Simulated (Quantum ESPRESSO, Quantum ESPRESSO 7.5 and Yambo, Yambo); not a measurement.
# Quasiparticle gap of BaTiO3 (P4mm) in Yambo

How does a plane-wave GW calculation on BaTiO3 (P4mm) run from the first input to the gap?

Main program and level: Quantum ESPRESSO 7.5 and Yambo 5.3.0; PBE and many-body steps on it, plane waves.

## Step 1: The starting structure

Symmetry: P4mm, No. 99, tetragonal system. The conventional cell has a = 3.990 Å, b = 3.990 Å, c = 4.023 Å, α = 90.00°, β = 90.00°, γ = 90.00°. Nearest to Ba lie 12 O at 2.80 to 2.87 Å. Nearest to Ti lie 6 O at 1.84 to 2.18 Å. Nearest to O lie 2 Ti at 1.84 to 2.18 Å and 4 Ba at 2.82 Å. O has 2 Ti at 2.00 Å and 4 Ba at 2.80 to 2.87 Å nearest. Farther neighbours and most contacts between anions are not listed.

The cell and positions come from the Crystallography Open Database and are kept as given unless a step says otherwise. Spin-orbit coupling is left out unless a step names it.

## Step 2: Ground state

This step: Quantum ESPRESSO 7.5; DFT, PBE, plane waves, norm-conserving pseudopotentials.

The ground-state density comes first.

File pw.in:

```
&control
  calculation = 'scf'
  prefix = 'x'
  outdir = 'o'
  pseudo_dir = 'pseudo'
/
&system
  ibrav = 0
  nat = 5
  ntyp = 3
  ecutwfc = 76.0
  nbnd = 26
  force_symmorphic = .true.
/
&electrons
  conv_thr = 1e-10
  electron_maxstep = 80
  mixing_beta = 0.5
/
ATOMIC_SPECIES
  Ba 137.33 Ba.upf
  Ti 47.867 Ti.upf
  O 15.999 O.upf
CELL_PARAMETERS angstrom
  3.9904800000 0.0000000000 0.0000000000
  0.0000000000 3.9904800000 0.0000000000
  0.0000000000 0.0000000000 4.0230300000
ATOMIC_POSITIONS crystal
  Ba 0.0000000000 0.0000000000 0.0000000000
  Ti 0.5000000000 0.5000000000 0.5220000000
  O 0.5000000000 0.5000000000 0.9790000000
  O 0.5000000000 0.0000000000 0.4880000000
  O 0.0000000000 0.5000000000 0.4880000000
K_POINTS automatic
  6 6 6 0 0 0
```

Launch:

```sh
OMP_NUM_THREADS=1 mpirun -n 4 pw.x -nk 4 -in pw.in > pw.out
```

The program printed:

```text
Program PWSCF v.7.5 starts

     This program is part of the open-source Quantum ESPRESSO suite
     for quantum simulation of materials; please cite
         "P. Giannozzi et al., J. Phys.:Condens. Matter 21 395502 (2009);
         "P. Giannozzi et al., J. Phys.:Condens. Matter 29 465901 (2017);
         "P. Giannozzi et al., J. Chem. Phys. 152 154105 (2020);
     in publications or presentations arising from this work. More details at
     Message from routine setup:
     using ibrav=0 with symmetry is DISCOURAGED, use correct ibrav instead

     G-vector sticks info

     bravais-lattice index     =            0
     lattice parameter (alat)  =       7.5409  a.u.
     unit-cell volume          =     432.3148 (a.u.)^3
     number of atoms/cell      =            5
     number of atomic types    =            3
     number of electrons       =        40.00
     number of Kohn-Sham states=           26
     kinetic-energy cutoff     =      76.0000  Ry
     charge density cutoff     =     304.0000  Ry
     scf convergence threshold =      1.0E-10
     mixing beta               =       0.5000
     number of iterations used =            8  plain     mixing
     Exchange-correlation= PBE
                           (   1   4   3   4   0   0   0)

     celldm(1)=   7.540914  celldm(2)=   0.000000  celldm(3)=   0.000000
     celldm(4)=   0.000000  celldm(5)=   0.000000  celldm(6)=   0.000000

     crystal axes: (cart. coord. in units of alat)
               a(1) = (   1.000000   0.000000   0.000000 )
               a(2) = (   0.000000   1.000000   0.000000 )
               a(3) = (   0.000000   0.000000   1.008157 )

     reciprocal axes: (cart. coord. in units 2 pi/alat)
               b(1) = (  1.000000  0.000000  0.000000 )
               b(2) = (  0.000000  1.000000  0.000000 )
               b(3) = (  0.000000  0.000000  0.991909 )
     Pseudo is Norm-conserving + core correction, Zval = 10.0
     Generated using ONCVPSP code by D. R. Hamann
     Using radial grid of 1958 points,  6 beta functions with:
     Pseudo is Norm-conserving + core correction, Zval = 12.0
     Generated using ONCVPSP code by D. R. Hamann
     Using radial grid of 1586 points,  6 beta functions with:
     Pseudo is Norm-conserving + core correction, Zval =  6.0
     Generated using ONCVPSP code by D. R. Hamann
     Using radial grid of  936 points,  5 beta functions with:
     Ba               10.00   137.33000     Ba( 1.00)
     Ti               12.00    47.86700     Ti( 1.00)
     O                 6.00    15.99900     O ( 1.00)

      8 Sym. Ops. (no inversion) found

   Cartesian axes

     site n.     atom                  positions (alat units)
         1        Ba     tau(   1) = (   0.0000000   0.0000000   0.0000000  )
         2        Ti     tau(   2) = (   0.5000000   0.5000000   0.5262579  )
         3        O      tau(   3) = (   0.5000000   0.5000000   0.9869856  )
         4        O      tau(   4) = (   0.5000000   0.0000000   0.4919806  )
         5        O      tau(   5) = (   0.0000000   0.5000000   0.4919806  )

     number of k points=    40
                       cart. coord. in units 2pi/alat
        k(    1) = (   0.0000000   0.0000000   0.0000000), wk =   0.0092593
        k(    2) = (   0.0000000   0.0000000   0.1653182), wk =   0.0185185
        k(    3) = (   0.0000000   0.0000000   0.3306364), wk =   0.0185185
        k(    4) = (   0.0000000   0.0000000  -0.4959545), wk =   0.0092593
        k(    5) = (   0.0000000   0.1666667   0.0000000), wk =   0.0370370
        k(    6) = (   0.0000000   0.1666667   0.1653182), wk =   0.0740741
        k(    7) = (   0.0000000   0.1666667   0.3306364), wk =   0.0740741
        k(    8) = (   0.0000000   0.1666667  -0.4959545), wk =   0.0370370
        k(    9) = (   0.0000000   0.3333333   0.0000000), wk =   0.0370370
        k(   10) = (   0.0000000   0.3333333   0.1653182), wk =   0.0740741
     [... 28 further rows ...]
        k(   39) = (  -0.5000000  -0.5000000   0.3306364), wk =   0.0185185
        k(   40) = (  -0.5000000  -0.5000000  -0.4959545), wk =   0.0092593

     Dense  grid:    38715 G-vectors     FFT dimensions: (  45,  45,  45)

     Initial potential from superposition of free atoms

     starting charge      39.9818, renormalised to      40.0000
     Starting wfcs are   27 randomized atomic wfcs

     per-process dynamical memory:    48.6 Mb

     Self-consistent Calculation

     iteration #  1     ecut=    76.00 Ry     beta= 0.50

     total energy              =    -273.98384653 Ry
     estimated scf accuracy    <       1.90794812 Ry

     iteration #  2     ecut=    76.00 Ry     beta= 0.50

     total energy              =    -273.54657311 Ry
     estimated scf accuracy    <       6.25092423 Ry

     iteration #  3     ecut=    76.00 Ry     beta= 0.50

     total energy              =    -274.78720891 Ry
     estimated scf accuracy    <       0.32165647 Ry

     iteration #  4     ecut=    76.00 Ry     beta= 0.50

     total energy              =    -274.73758391 Ry
     estimated scf accuracy    <       0.13472558 Ry

     iteration #  5     ecut=    76.00 Ry     beta= 0.50

     total energy              =    -274.77269913 Ry
     estimated scf accuracy    <       0.01702846 Ry

     iteration #  6     ecut=    76.00 Ry     beta= 0.50

     total energy              =    -274.77112489 Ry
     estimated scf accuracy    <       0.00718420 Ry

     iteration #  7     ecut=    76.00 Ry     beta= 0.50

     total energy              =    -274.77180281 Ry
     estimated scf accuracy    <       0.00022307 Ry

     iteration #  8     ecut=    76.00 Ry     beta= 0.50

     total energy              =    -274.77189274 Ry
     estimated scf accuracy    <       0.00014884 Ry

     iteration #  9     ecut=    76.00 Ry     beta= 0.50

     total energy              =    -274.77188818 Ry
     estimated scf accuracy    <       0.00003185 Ry

     iteration # 10     ecut=    76.00 Ry     beta= 0.50

     total energy              =    -274.77189374 Ry
     estimated scf accuracy    <       0.00000009 Ry

     iteration # 11     ecut=    76.00 Ry     beta= 0.50

     total energy              =    -274.77189381 Ry
     estimated scf accuracy    <       0.00000002 Ry

     iteration # 12     ecut=    76.00 Ry     beta= 0.50

     total energy              =    -274.77189381 Ry
     estimated scf accuracy    <          6.2E-09 Ry

     iteration # 13     ecut=    76.00 Ry     beta= 0.50

     total energy              =    -274.77189381 Ry
     estimated scf accuracy    <          1.8E-10 Ry

     iteration # 14     ecut=    76.00 Ry     beta= 0.50

     End of self-consistent calculation

          k = 0.0000 0.0000 0.0000 (  4865 PWs)   bands (ev):

   -45.9925 -22.3010 -22.2285 -22.2285 -14.3723  -6.4094  -5.7860  -5.6652
     0.4622   0.4622   0.4637   8.1227   8.1499   8.1499   9.0900   9.0900
     9.3147  10.0485  10.1251  10.1251  12.3468  12.7141  12.7141  14.6184
    14.8180  15.4484

          k = 0.0000 0.0000 0.1653 (  4845 PWs)   bands (ev):

   -45.9923 -22.3136 -22.2280 -22.2280 -14.3443  -6.4073  -5.7869  -5.6569
     0.5000   0.5000   0.5770   7.6574   8.0682   8.0682   8.8412   8.8412
     9.0905   9.5622  10.0357  10.0357  12.3834  13.1148  13.1148  14.6163
    15.4169  15.9390

          k = 0.0000 0.0000 0.3306 (  4857 PWs)   bands (ev):

   -45.9918 -22.3386 -22.2270 -22.2270 -14.2872  -6.5074  -5.6651  -5.6402
     0.5785   0.5785   0.8004   6.7828   7.8325   7.8325   8.5249   8.5249
     8.7025   8.8491   9.8640   9.8640  12.4590  13.8358  13.8358  14.6165
    16.3151  17.2705

          k = 0.0000 0.0000-0.4960 (  4846 PWs)   bands (ev):

     [... further k-points ...]

     highest occupied, lowest unoccupied level (ev):    10.4956   12.3468

!    total energy              =    -274.77189381 Ry
     estimated scf accuracy    <          4.3E-12 Ry

     The total energy is the sum of the following terms:
     one-electron contribution =     -71.55855308 Ry
     hartree contribution      =      59.90755852 Ry
     xc contribution           =     -56.13573830 Ry
     ewald contribution        =    -206.98516095 Ry

     convergence has been achieved in  14 iterations

     XML data file, charge density, pseudopotentials, collected wavefunctions

=------------------------------------------------------------------------------=
   JOB DONE.
=------------------------------------------------------------------------------=
```

Elapsed: 29 s, on 4 MPI ranks of Arm Neoverse V1, shared host; peak memory 0.37 GiB; 1.9 min of CPU time.

This step gave:

```
total energy               : -3738.4621 eV
gap                        : 1.851 eV
k of the valence top       : -0.5, -0.5, -0.5
k of the conduction bottom : 0, 0, 0
least direct gap           : 2.222 eV
```

The gap is indirect, with the least direct gap 0.37 eV higher.

## Step 3: Bands along the symmetry lines

The cheap functional maps the bands first; the places of the edges decide which points the dearer methods must see.

File pw.in:

```
&control
  calculation = 'bands'
  prefix = 'x'
  outdir = 'o'
  pseudo_dir = 'pseudo'
/
&system
  ibrav = 0
  nat = 5
  ntyp = 3
  ecutwfc = 76.0
  nbnd = 26
  force_symmorphic = .true.
/
&electrons
  conv_thr = 1e-9
  electron_maxstep = 80
  diago_full_acc = .true.
  diago_thr_init = 5e-6
/
ATOMIC_SPECIES
  Ba 137.33 Ba.upf
  Ti 47.867 Ti.upf
  O 15.999 O.upf
CELL_PARAMETERS angstrom
  3.9904800000 0.0000000000 0.0000000000
  0.0000000000 3.9904800000 0.0000000000
  0.0000000000 0.0000000000 4.0230300000
ATOMIC_POSITIONS crystal
  Ba 0.0000000000 0.0000000000 0.0000000000
  Ti 0.5000000000 0.5000000000 0.5220000000
  O 0.5000000000 0.5000000000 0.9790000000
  O 0.5000000000 0.0000000000 0.4880000000
  O 0.0000000000 0.5000000000 0.4880000000
K_POINTS crystal
  75
  0.00000000 0.00000000 0.00000000 1
  0.00000000 0.06250000 0.00000000 1
  0.00000000 0.12500000 0.00000000 1
  0.00000000 0.18750000 0.00000000 1
  0.00000000 0.25000000 0.00000000 1
  0.00000000 0.31250000 0.00000000 1
  0.00000000 0.37500000 0.00000000 1
  0.00000000 0.43750000 0.00000000 1
  0.00000000 0.50000000 0.00000000 1
  0.06250000 0.50000000 0.00000000 1
  0.12500000 0.50000000 0.00000000 1
  0.18750000 0.50000000 0.00000000 1
  0.25000000 0.50000000 0.00000000 1
  0.31250000 0.50000000 0.00000000 1
  0.37500000 0.50000000 0.00000000 1
  0.43750000 0.50000000 0.00000000 1
  0.50000000 0.50000000 0.00000000 1
  0.43750000 0.43750000 0.00000000 1
  0.37500000 0.37500000 0.00000000 1
  0.31250000 0.31250000 0.00000000 1
  0.25000000 0.25000000 0.00000000 1
  0.18750000 0.18750000 0.00000000 1
  0.12500000 0.12500000 0.00000000 1
  0.06250000 0.06250000 0.00000000 1
  0.00000000 0.00000000 0.00000000 1
  0.00000000 0.00000000 0.06250000 1
  0.00000000 0.00000000 0.12500000 1
  0.00000000 0.00000000 0.18750000 1
  0.00000000 0.00000000 0.25000000 1
  0.00000000 0.00000000 0.31250000 1
  0.00000000 0.00000000 0.37500000 1
  0.00000000 0.00000000 0.43750000 1
  0.00000000 0.00000000 0.50000000 1
  0.00000000 0.06250000 0.50000000 1
  0.00000000 0.12500000 0.50000000 1
  0.00000000 0.18750000 0.50000000 1
  0.00000000 0.25000000 0.50000000 1
  0.00000000 0.31250000 0.50000000 1
  0.00000000 0.37500000 0.50000000 1
  0.00000000 0.43750000 0.50000000 1
  0.00000000 0.50000000 0.50000000 1
  0.06250000 0.50000000 0.50000000 1
  0.12500000 0.50000000 0.50000000 1
  0.18750000 0.50000000 0.50000000 1
  0.25000000 0.50000000 0.50000000 1
  0.31250000 0.50000000 0.50000000 1
  0.37500000 0.50000000 0.50000000 1
  0.43750000 0.50000000 0.50000000 1
  0.50000000 0.50000000 0.50000000 1
  0.43750000 0.43750000 0.50000000 1
  0.37500000 0.37500000 0.50000000 1
  0.31250000 0.31250000 0.50000000 1
  0.25000000 0.25000000 0.50000000 1
  0.18750000 0.18750000 0.50000000 1
  0.12500000 0.12500000 0.50000000 1
  0.06250000 0.06250000 0.50000000 1
  0.00000000 0.00000000 0.50000000 1
  0.00000000 0.50000000 0.00000000 1
  0.00000000 0.50000000 0.06250000 1
  0.00000000 0.50000000 0.12500000 1
  0.00000000 0.50000000 0.18750000 1
  0.00000000 0.50000000 0.25000000 1
  0.00000000 0.50000000 0.31250000 1
  0.00000000 0.50000000 0.37500000 1
  0.00000000 0.50000000 0.43750000 1
  0.00000000 0.50000000 0.50000000 1
  0.50000000 0.50000000 0.00000000 1
  0.50000000 0.50000000 0.06250000 1
  0.50000000 0.50000000 0.12500000 1
  0.50000000 0.50000000 0.18750000 1
  0.50000000 0.50000000 0.25000000 1
  0.50000000 0.50000000 0.31250000 1
  0.50000000 0.50000000 0.37500000 1
  0.50000000 0.50000000 0.43750000 1
  0.50000000 0.50000000 0.50000000 1
```

The program printed:

```text
[banner, memory and clock lines left out]
Program PWSCF v.7.5 starts

     Atomic positions and unit cell read from directory:
     o/x.save/

     Message from routine setup:
     using ibrav=0 with symmetry is DISCOURAGED, use correct ibrav instead

     G-vector sticks info

     bravais-lattice index     =            0
     lattice parameter (alat)  =       7.5409  a.u.
     unit-cell volume          =     432.3148 (a.u.)^3
     number of atoms/cell      =            5
     number of atomic types    =            3
     number of electrons       =        40.00
     number of Kohn-Sham states=           26
     kinetic-energy cutoff     =      76.0000  Ry
     charge density cutoff     =     304.0000  Ry
     Exchange-correlation= PBE
                           (   1   4   3   4   0   0   0)

     celldm(1)=   7.540914  celldm(2)=   0.000000  celldm(3)=   0.000000
     celldm(4)=   0.000000  celldm(5)=   0.000000  celldm(6)=   0.000000

     crystal axes: (cart. coord. in units of alat)
               a(1) = (   1.000000   0.000000   0.000000 )
               a(2) = (   0.000000   1.000000   0.000000 )
               a(3) = (   0.000000   0.000000   1.008157 )

     reciprocal axes: (cart. coord. in units 2 pi/alat)
               b(1) = (  1.000000  0.000000  0.000000 )
               b(2) = (  0.000000  1.000000  0.000000 )
               b(3) = (  0.000000  0.000000  0.991909 )
     Pseudo is Norm-conserving + core correction, Zval = 10.0
     Generated using ONCVPSP code by D. R. Hamann
     Using radial grid of 1958 points,  6 beta functions with:
     Pseudo is Norm-conserving + core correction, Zval = 12.0
     Generated using ONCVPSP code by D. R. Hamann
     Using radial grid of 1586 points,  6 beta functions with:
     Pseudo is Norm-conserving + core correction, Zval =  6.0
     Generated using ONCVPSP code by D. R. Hamann
     Using radial grid of  936 points,  5 beta functions with:
     Ba               10.00   137.33000     Ba( 1.00)
     Ti               12.00    47.86700     Ti( 1.00)
     O                 6.00    15.99900     O ( 1.00)

      8 Sym. Ops. (no inversion) found

   Cartesian axes

     site n.     atom                  positions (alat units)
         1        Ba     tau(   1) = (   0.0000000   0.0000000   0.0000000  )
         2        Ti     tau(   2) = (   0.5000000   0.5000000   0.5262579  )
         3        O      tau(   3) = (   0.5000000   0.5000000   0.9869856  )
         4        O      tau(   4) = (   0.5000000   0.0000000   0.4919806  )
         5        O      tau(   5) = (   0.0000000   0.5000000   0.4919806  )

     number of k points=    75
                       cart. coord. in units 2pi/alat
        k(    1) = (   0.0000000   0.0000000   0.0000000), wk =   0.0266667
        k(    2) = (   0.0000000   0.0625000   0.0000000), wk =   0.0266667
        k(    3) = (   0.0000000   0.1250000   0.0000000), wk =   0.0266667
[...]
[... 63 further rows ...]
        k(   74) = (   0.5000000   0.5000000   0.4339602), wk =   0.0266667
        k(   75) = (   0.5000000   0.5000000   0.4959545), wk =   0.0266667

     Dense  grid:    38715 G-vectors     FFT dimensions: (  45,  45,  45)

     The potential is recalculated from file :
     o/x.save/charge-density

     Starting wfcs are   27 randomized atomic wfcs

     Band Structure Calculation

     End of band structure calculation

          k = 0.0000 0.0000 0.0000 (  4865 PWs)   bands (ev):

   -45.9925 -22.3010 -22.2284 -22.2284 -14.3723  -6.4094  -5.7860  -5.6652
     0.4622   0.4622   0.4637   8.1227   8.1499   8.1499   9.0900   9.0900
     9.3147  10.0485  10.1251  10.1251  12.3468  12.7142  12.7142  14.6184
    14.8180  15.4484

          k = 0.0000 0.0625 0.0000 (  4869 PWs)   bands (ev):

[...]
14.8634  15.5266

          k = 0.0000 0.1250 0.0000 (  4855 PWs)   bands (ev):

[...]
15.1080  15.7497

[...]
k = 0.5000 0.5000 0.4340 (  4804 PWs)   bands (ev):

[...]
17.3240  18.2105

          k = 0.5000 0.5000 0.4960 (  4800 PWs)   bands (ev):

[...]
-0.2693  -0.2693  -0.2082   5.9980   6.6223   6.7008   7.9988   7.9988
     8.0739  10.3196  10.3196  10.4956  14.7433  14.7552  14.7552  16.9680
    17.2275  17.2280

     XML data file, pseudopotentials, collected wavefunctions
```

It took 13 s on 4 MPI ranks; peak memory 0.27 GiB; 51 s of CPU time.

This step gave:

* gap: 1.851 eV
* k of the valence top: 0.5, 0.5, 0.5
* k of the conduction bottom: 0, 0, 0
* least direct gap: 2.222 eV

The gap is 1.851 eV, as in the run before at this level.

The electronic bands at the labelled points (eV, zero at the top of the highest filled band):

| point | band 17 | band 18 | band 19 | band 20 | band 21 | band 22 | band 23 | band 24 |
| --- | --- | --- | --- | --- | --- | --- | --- | --- |
| Γ | -1.18 | -0.45 | -0.37 | -0.37 | 1.85 | 2.22 | 2.22 | 4.12 |
| halfway | -1.52 | -1.26 | -0.81 | -0.67 | 2.27 | 2.80 | 2.85 | 4.27 |
| X | -1.84 | -1.67 | -1.13 | -0.97 | 2.34 | 3.57 | 3.64 | 4.24 |
| halfway | -1.68 | -1.53 | -1.12 | -0.50 | 2.90 | 3.65 | 3.72 | 4.77 |
| M | -1.83 | -1.08 | -1.08 | -0.07 | 3.66 | 3.66 | 4.02 | 4.77 |
| halfway | -1.95 | -1.19 | -0.93 | -0.51 | 2.76 | 2.98 | 3.16 | 4.76 |
| Γ | -1.18 | -0.45 | -0.37 | -0.37 | 1.85 | 2.22 | 2.22 | 4.12 |
| halfway | -1.61 | -1.32 | -0.55 | -0.55 | 1.93 | 2.99 | 2.99 | 4.12 |
| Z | -1.97 | -1.94 | -0.71 | -0.71 | 2.00 | 3.68 | 3.68 | 4.12 |
| halfway | -1.43 | -1.30 | -1.11 | -0.67 | 2.87 | 3.69 | 3.72 | 4.79 |
| R | -1.75 | -0.92 | -0.89 | -0.25 | 3.60 | 3.70 | 4.02 | 4.96 |
| halfway | -2.49 | -0.62 | -0.53 | -0.21 | 3.89 | 3.91 | 4.14 | 6.26 |
| A | -2.42 | -0.18 | -0.18 | 0.00 | 4.25 | 4.26 | 4.26 | 6.47 |
| halfway | -2.17 | -0.89 | -0.72 | -0.66 | 3.36 | 3.80 | 3.84 | 6.00 |
| Z | -1.97 | -1.94 | -0.71 | -0.71 | 2.00 | 3.68 | 3.68 | 4.12 |
| jump to X | -1.84 | -1.67 | -1.13 | -0.97 | 2.34 | 3.57 | 3.64 | 4.24 |
| halfway | -1.48 | -1.41 | -1.22 | -0.64 | 3.05 | 3.59 | 3.75 | 4.82 |
| R | -1.75 | -0.92 | -0.89 | -0.25 | 3.60 | 3.70 | 4.02 | 4.96 |
| jump to M | -1.83 | -1.08 | -1.08 | -0.07 | 3.66 | 3.66 | 4.02 | 4.77 |
| halfway | -2.57 | -0.72 | -0.72 | -0.04 | 3.94 | 3.94 | 4.13 | 6.07 |
| A | -2.42 | -0.18 | -0.18 | 0.00 | 4.25 | 4.26 | 4.26 | 6.47 |

[end of part 1 of 3]

[Paths, hosts, dates, memory and timing lines, banners, echoed tables and standing remarks are left out of the program output.]

[Logs are printed without paths, hosts, clocks, repeated set-up lines and the standing remarks that a program may print on its own settings, such as how far it seeks lower states.]

[Runs of the session that timed out or met a known fault of the program may be left out.]

[Hosts, paths, dates, database ids (printed as entryN), source tags and the programs' standing remarks are cut or masked in the printed files.]
